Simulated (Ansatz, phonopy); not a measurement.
# Mg2B (hypothetical, Fm-3m): phonons against volume, part 4 of 4

Aim: how the vibrations of Mg2B (hypothetical) shift with volume, and the expansion that follows. The crystal structure is hypothetical: it was made by swapping elements on a known structure type.

Ansatz 0.2.0; DFT PBEsol, scalar-relativistic, plane waves, PAW.

So far. Step 14 (Lattice dynamics at this volume, V/V0 1.03): No mode is imaginary beyond numerical noise at the solved wavevectors. The highest zone-centre mode (no LO–TO term) moved by -5.0 % for a volume change of +3.0 %. Step 15 (A cell at another volume, V/V0 0.97): The run ends at a pressure of 2.21 GPa.

### Step 16. Phonons, V/V0 0.97

Phonons at this volume give one point of F(V, T); meshes stay fixed along the series.

input.yaml reads:

```yaml
crystal:
  lattice:
    - [0.0, 2.8504500688, 2.8504500688]
    - [2.8504500688, 0.0, 2.8504500688]
    - [2.8504500688, 2.8504500688, 0.0]
  atoms:
    - { symbol: Mg, position: [0.25, 0.25, 0.25] }
    - { symbol: Mg, position: [0.75, 0.75, 0.75] }
    - { symbol: B, position: [0.0, 0.0, 0.0] }
kpoints:
  mp_grid: { grid: [12, 12, 12] }
hamiltonian:
  xc: pbesol
scf:
  occupations: { method: methfessel_paxton, width: 0.2 }
output:
  eigenvalues: true
phonons:
  method: dfpt
  qmesh: [4, 4, 4]
  temperatures: { t_max: 1000, t_step: 50 }
  qpath:
    path:
      - [[0.0, 0.0, 0.0], [0.5, 0.0, 0.5], [0.625, 0.25, 0.625]]
      - [[0.375, 0.375, 0.75], [0.0, 0.0, 0.0], [0.5, 0.5, 0.5], [0.5, 0.25, 0.75], [0.5, 0.0, 0.5]]
    npoints: 10
```

The run is started by

```console
$ ansatz run input.yaml --threads 4 --pin off --max-ram 8192MiB --backend cpu --events-out ev --progress --plain --runs-dir out
```

Numbers of over 12 decimals in the logs are rounded to 6 here.

Log:

```text
[...]
Crystal: 3 atoms, lattice volume = 46.320 Å³
Basis set: ecut = 420 eV, 893 PW (Γ), exchange–correlation on 54×54×54 points (8 copies of the dense FFT grid, shifted against one another)
Bands: 16, of which v1, the nominal top of the filled ones, is band 12 counted from 1 (11 counted from 0)
Symmetry: 48 space group operations
k-points: 72 of 1728
[...]
k-point 71: bands = [... 8 lower, 0.7489, 3.6851, 3.6851, 4.3819, 10.0921, 12.5687, 12.8257, 12.8257]
[...]
ASR residual: 4.720e-5 → 0.000e0 eV/Å²; symmetrization residual: 1.068e-6 eV/Å²
  ASR residual per site (eV/Å²): 3.21e-5 3.21e-5 4.72e-5
  Γ frequencies (cm⁻¹): 0.00 0.00 0.00 311.91 311.91 311.91 412.52 412.52 412.52
--- Phonons (arbitrary-q DFPT): 8 irreducible q on the 4×4×4 mesh ---
[...]
interpolated dispersion: 62 rows × 9 modes
[...]
[key lines of the parts left out:]
SCF converged after 9 iterations
Free energy (F): -3975.667371 eV
Fermi energy:    6.428391 eV
```

Wall time 4.6 min (4 threads of Arm Neoverse V1, shared host); peak memory 2.7 GiB.

No mode is imaginary beyond numerical noise at the solved wavevectors. The highest zone-centre mode (no LO–TO term) moved by +5.2 % for a volume change of -3.0 %.

### Step 17. Single point at a scaled cell, V/V0 1.05

Symmetry fixes every atom, so a single point at the scaled cell gives the energy and pressure of this member.

The cell differs from the one that the last finished run ended in (a 4.031 → 4.139 Å, b 4.031 → 4.139 Å, c 4.031 → 4.139 Å).

input.yaml, the sections that differ from step 16:

```yaml
crystal:
  lattice:
    - [0.0, 2.9267522405, 2.9267522405]
    - [2.9267522405, 0.0, 2.9267522405]
    - [2.9267522405, 2.9267522405, 0.0]
  atoms:
    - { symbol: Mg, position: [0.25, 0.25, 0.25] }
    - { symbol: Mg, position: [0.75, 0.75, 0.75] }
    - { symbol: B, position: [0.0, 0.0, 0.0] }
output:
  forces: true
  stress: true
  eigenvalues: true
# kpoints, hamiltonian, scf: as in step 16
# phonons: removed
```

Log:

```text
[...]
Crystal: 3 atoms, lattice volume = 50.140 Å³
Basis set: ecut = 420 eV, 941 PW (Γ), exchange–correlation on 60×60×60 points (8 copies of the dense FFT grid, shifted against one another)
Bands: 16, of which v1, the nominal top of the filled ones, is band 12 counted from 1 (11 counted from 0)
Symmetry: 48 space group operations
[...]
k-points: 72 of 1728
[...]
--- Band table (eV; the first three rows and the last of 72) ---
  k-point 0: bands = [... 8 lower, -2.6074, 6.6645, 6.6645, 6.6645, 9.0393, 10.7965, 10.7965, 10.7965]
  k-point 1: bands = [... 8 lower, -2.5297, 6.1454, 6.6099, 6.6099, 9.3258, 10.8502, 10.9188, 10.9188]
  k-point 2: bands = [... 8 lower, -2.2995, 5.1022, 6.4759, 6.4759, 9.5452, 11.1258, 11.1258, 11.2003]
  k-point 71: bands = [... 8 lower, 0.1660, 3.0988, 3.0988, 3.8349, 9.3201, 11.5139, 11.6992, 11.6992]
[key lines of the parts left out:]
SCF converged after 7 iterations
Free energy (F): -3975.653437 eV
Fermi energy:    5.750456 eV
P = ⅓ Tr σ = -3.0386 GPa (-30.386 kbar)
```

Wall time 0.86 s (4 threads); peak memory 0.34 GiB.

The run ends at a pressure of -3.04 GPa.

### Step 18. Lattice dynamics at this volume, V/V0 1.05

The same q-mesh and k-mesh are kept at every volume, so that much of their error can cancel in the differences.

input.yaml, the sections that differ from step 17:

```yaml
output:
  eigenvalues: true
phonons:
  method: dfpt
  qmesh: [4, 4, 4]
  temperatures: { t_max: 1000, t_step: 50 }
  qpath:
    path:
      - [[0.0, 0.0, 0.0], [0.5, 0.0, 0.5], [0.625, 0.25, 0.625]]
      - [[0.375, 0.375, 0.75], [0.0, 0.0, 0.0], [0.5, 0.5, 0.5], [0.5, 0.25, 0.75], [0.5, 0.0, 0.5]]
    npoints: 10
# crystal, kpoints, hamiltonian, scf: as in step 17
```

Log:

```text
[...]
Crystal: 3 atoms, lattice volume = 50.140 Å³
Basis set: ecut = 420 eV, 941 PW (Γ), exchange–correlation on 60×60×60 points (8 copies of the dense FFT grid, shifted against one another)
Bands: 16, of which v1, the nominal top of the filled ones, is band 12 counted from 1 (11 counted from 0)
Symmetry: 48 space group operations
k-points: 72 of 1728
[...]
k-point 71: bands = [... 8 lower, 0.1660, 3.0988, 3.0988, 3.8349, 9.3201, 11.5139, 11.6992, 11.6992]
[...]
ASR residual: 6.249e-5 → 0.000e0 eV/Å²; symmetrization residual: 9.867e-7 eV/Å²
  ASR residual per site (eV/Å²): 6.25e-5 6.25e-5 4.60e-5
  Γ frequencies (cm⁻¹): 0.00 0.00 0.00 279.78 279.78 279.78 360.05 360.05 360.05
--- Phonons (arbitrary-q DFPT): 8 irreducible q on the 4×4×4 mesh ---
[...]
interpolated dispersion: 62 rows × 9 modes
[...]
[key lines of the parts left out:]
SCF converged after 9 iterations
Free energy (F): -3975.653437 eV
Fermi energy:    5.750446 eV
```

Wall time 4.7 min (4 threads); peak memory 2.9 GiB.

No LO-TO term. Phonon branches along the path, in cm⁻¹:

```tsv
point	branch 1	branch 2	branch 3	branch 4	branch 5	branch 6	branch 7	branch 8	branch 9
Γ	0	0	0	280	280	280	360	360	360
halfway	96	96	207	211	289	289	364	364	378
X	95	122	122	283	298	298	369	369	408
halfway	96	131	136	288	292	297	369	370	404
U	100	156	166	275	284	299	368	375	392
jump to K	100	156	166	275	284	299	368	375	392
halfway	97	161	187	244	248	290	358	364	375
Γ	0	0	0	280	280	280	360	360	360
halfway	121	121	146	266	266	268	362	362	369
L	202	202	211	228	228	240	367	367	410
halfway	142	158	221	228	273	285	367	369	397
W	93	122	232	232	299	303	370	381	381
halfway	94	122	163	282	292	300	369	370	400
X	95	122	122	283	298	298	369	369	408
```

The phonon branches as a text plot (rows in cm⁻¹):

```
    401 |        *********                     *********    *****
    384 |      **         ******             **         ****
    367 |********************************************************
    350 |                       **
    333 |
    316 |
    299 |       ****************                       **********
    282 |*******  *********     ***********          ****    ****
    265 |  *     *         *     ***       ****    ****     *
    247 |   *   *           *   *             ***** *      *
    230 |    **              ***                ***********
    213 |      *             ***                *******    *
    196 |                   *  *               *****        *
    179 |    ** *          *    *             **   **        *
    162 |                **     **           **     ***
    145 |        *      **                  **        ***     *
    128 |   *     ******         ***       **          * ********
    111 |       **  *      *****                        *
     94 |  *   *     ******     * **      **             ********
     77 |    **                  *  *     *
     60 |   *                     ***    *
     43 | **                        **   *
     26 | *                          *  *
      9 |*                            **
         Γ           X  U|K            Γ         L        W     X
```

No mode is imaginary beyond numerical noise at the solved wavevectors. The highest zone-centre mode (no LO–TO term) moved by -8.2 % for a volume change of +5.0 %.

### Step 19. Mode Grüneisen parameters

This step: DFT PBEsol, scalar-relativistic, plane waves, PAW (phonopy 4.10.0).

This step gave:

* share of modes with a negative Grüneisen parameter: 0

Mean Grüneisen, by row:

```tsv
T (K)	heat-capacity-weighted mean	root mean square
50	1.456	1.518
100	1.385	1.432
200	1.382	1.42
300	1.387	1.424
500	1.392	1.427
800	1.393	1.428
```

Table of mean mode Grueneisen parameter by wavenumber:

```tsv
wavenumber (cm⁻¹)	mean mode Grueneisen parameter
7	-
22	-
51	0.993
66	0.92
95	1.06
109	1.71
124	1.73
153	1.49
168	1.41
182	1.3
211	1.25
226	1.24
255	1.19
269	1.17
284	1.15
313	1.02
328	-
342	-
371	-
386	1.7
415	1.47
430	1.39
```

Volume series, by row:

```tsv
V/V0	V (Å³/atom)	pressure (GPa)	E - E0 (meV/atom)	gap (eV)	zero-point energy (meV/atom)	lowest on the path (cm⁻¹)	highest at Gamma without the LO-TO term (cm⁻¹)
0.97	15.44	2.208	3.216	0	55.06	0	412.5
0.985	15.68	1.064	0.788	0	53.91	0	402.2
1	15.92	-0.001	0	0	52.78	0	392.1
1.015	16.16	-0.99	0.747	0	51.67	0	382.3
1.03	16.4	-1.911	2.911	0	50.59	0	372.6
1.05	16.71	-3.039	7.845	0	49.18	0	360.1
```

The optical frequency at Gamma without the LO-TO term by V/V0:

```tsv
V/V0	mode 4 (cm⁻¹)	mode 7 (cm⁻¹)
0.9700	312	413
0.9850	306	402
1.0000	299	392
1.0150	293	382
1.0300	287	373
1.0500	280	360
```

Grüneisen at points, by row:

```tsv
point	branch	frequency (cm⁻¹)	mode Grüneisen parameter
Γ	4	299.4	1.36
Γ	7	392.1	1.7
X	1	106.2	2.14
X	2	135.9	2.14
X	4	303.3	1.36
X	5	310.4	0.79
X	7	402.5	1.75
X	9	436.2	1.34
U	1	112.1	2.17
U	2	170.5	1.82
U	3	178.2	1.41
U	4	286	0.76
U	5	301.6	1.19
U	6	315.3	1.06
U	7	401.7	1.73
U	8	406.9	1.64
U	9	420.7	1.41
K	1	112.1	2.17
K	2	170.5	1.82
K	3	178.2	1.41
K	4	286	0.76
K	5	301.6	1.19
K	6	315.3	1.06
K	7	401.7	1.73
K	8	406.9	1.64
K	9	420.7	1.41
L	1	209.1	0.74
L	3	226.5	1.42
L	4	244.9	1.46
L	6	257.3	1.36
L	7	399.2	1.68
L	9	437.8	1.34
W	1	108.3	2.8
W	2	133.1	1.74
W	3	246.2	1.17
W	5	314.4	0.75
W	6	318.2	1.25
W	7	404.1	1.77
W	8	410.8	1.5
```

### Step 20. Free-energy fit

Numbers from this step:

```yaml
volume_expansion_coefficient_at_300_k: 48.9 1e-6/K
isothermal_bulk_modulus_at_300_k: 63.54 GPa
c_p_at_300_k: 21.78 J/mol-atom/K
grueneisen_parameter_at_300_k: 1.424
```

Table of energy (each curve on its own zero) by volume; values in meV/atom:

```tsv
volume (Å³/atom)	static	F at 0 K	F at 300 K	F at 1300 K
15.440	3.22	6.08	8.08	21.4
15.679	0.79	2.5	3.74	11.9
15.918	0	0.58	1.05	4
16.156	0.75	0.22	-0.1	-2.36
16.395	2.91	1.3	0.17	-7.34
16.713	7.84	4.82	2.57	-12
```

Phonopy-qha, vinet fit of F(V) at each temperature; no electronic free energy. Qha vinet, by row:

```tsv
T (K)	fitted volume (Å³/atom)	alpha_V (1e-6/K)	B_T (GPa)	C_P (J/mol-atom/K)	Grueneisen
100	16.11	19.42	66.18	8.818	1.405
150	16.13	31.45	65.65	14.4	1.398
200	16.16	39.69	65	18.02	1.408
250	16.19	45.13	64.29	20.3	1.416
300	16.23	48.9	63.54	21.78	1.424
350	16.27	51.69	62.76	22.8	1.431
400	16.31	53.89	61.97	23.54	1.438
450	16.36	55.74	61.16	24.1	1.444
500	16.4	57.36	60.34	24.56	1.451
550	16.45	58.85	59.5	24.94	1.457
600	16.5	60.26	58.66	25.27	1.464
```

Volume expansion coefficient, phonopy-qha, Vinet against temperature:

```tsv
temperature (K)	volume expansion coefficient, phonopy-qha, Vinet (1e-6/K)
75	12.4
100	19.4
125	25.9
150	31.4
175	36.0
200	39.7
225	42.7
250	45.1
275	47.2
300	48.9
325	50.4
350	51.7
375	52.8
400	53.9
425	54.9
450	55.7
475	56.6
500	57.4
525	58.1
550	58.9
575	59.6
600	60.3
625	60.9
```

The fit gives a volume expansion of 48.9 × 10⁻⁶/K at 300 K.

### Step 21. Summary of results

```json
{"volume expansion coefficient at 300 K": "48.9 1e-6/K", "isothermal bulk modulus at 300 K": "63.54 GPa", "C_P at 300 K": "21.78 J/mol-atom/K", "Grüneisen parameter at 300 K": "1.424", "mean mode Grüneisen parameter at 300 K": "1.39"}
```

Near room temperature Mg2B (hypothetical) expands by 48.9 × 10⁻⁶/K in volume by PBEsol, with C_P = 21.8 J/(mol K) per mole of atoms and B_T = 63.5 GPa. The table stops at 625 K because beyond it the fitted volume comes within 1 % of the largest computed cell, where the fit loses its support. C_P at room temperature is 87 % of the classical 3R an atom, so the stiffest modes are still partly frozen out. The fit leaves out the electrons' free energy, which adds to C_P and to the expansion of a metal at high temperature. The heat-capacity-weighted Grüneisen parameter goes from 1.46 at 50 K to 1.39 at 800 K. Weighting γ by the density of states and each mode's heat capacity at 300 K, modes below 150 cm⁻¹ give about 19 % of the sum of γC that drives the expansion, those up to 290 cm⁻¹ 34 % and the rest 47 %. Among the labelled points γ is largest for branch 1 at W (108 cm⁻¹, 2.8) and smallest for branch 1 at L (209 cm⁻¹, 0.74). The PAW files were made for PBE and are used here under another functional, for which the program regenerates the frozen cores.

[Logs are printed without paths, hosts, clocks, repeated set-up lines and the standing remarks that a program may print on its own settings, such as how far it seeks lower states.]

[Hosts, paths, dates, database ids (printed as entryN), source tags and the programs' standing remarks are cut or masked in the printed files.]

[A step with changed settings may run another functional than the one named; its input shows which.]


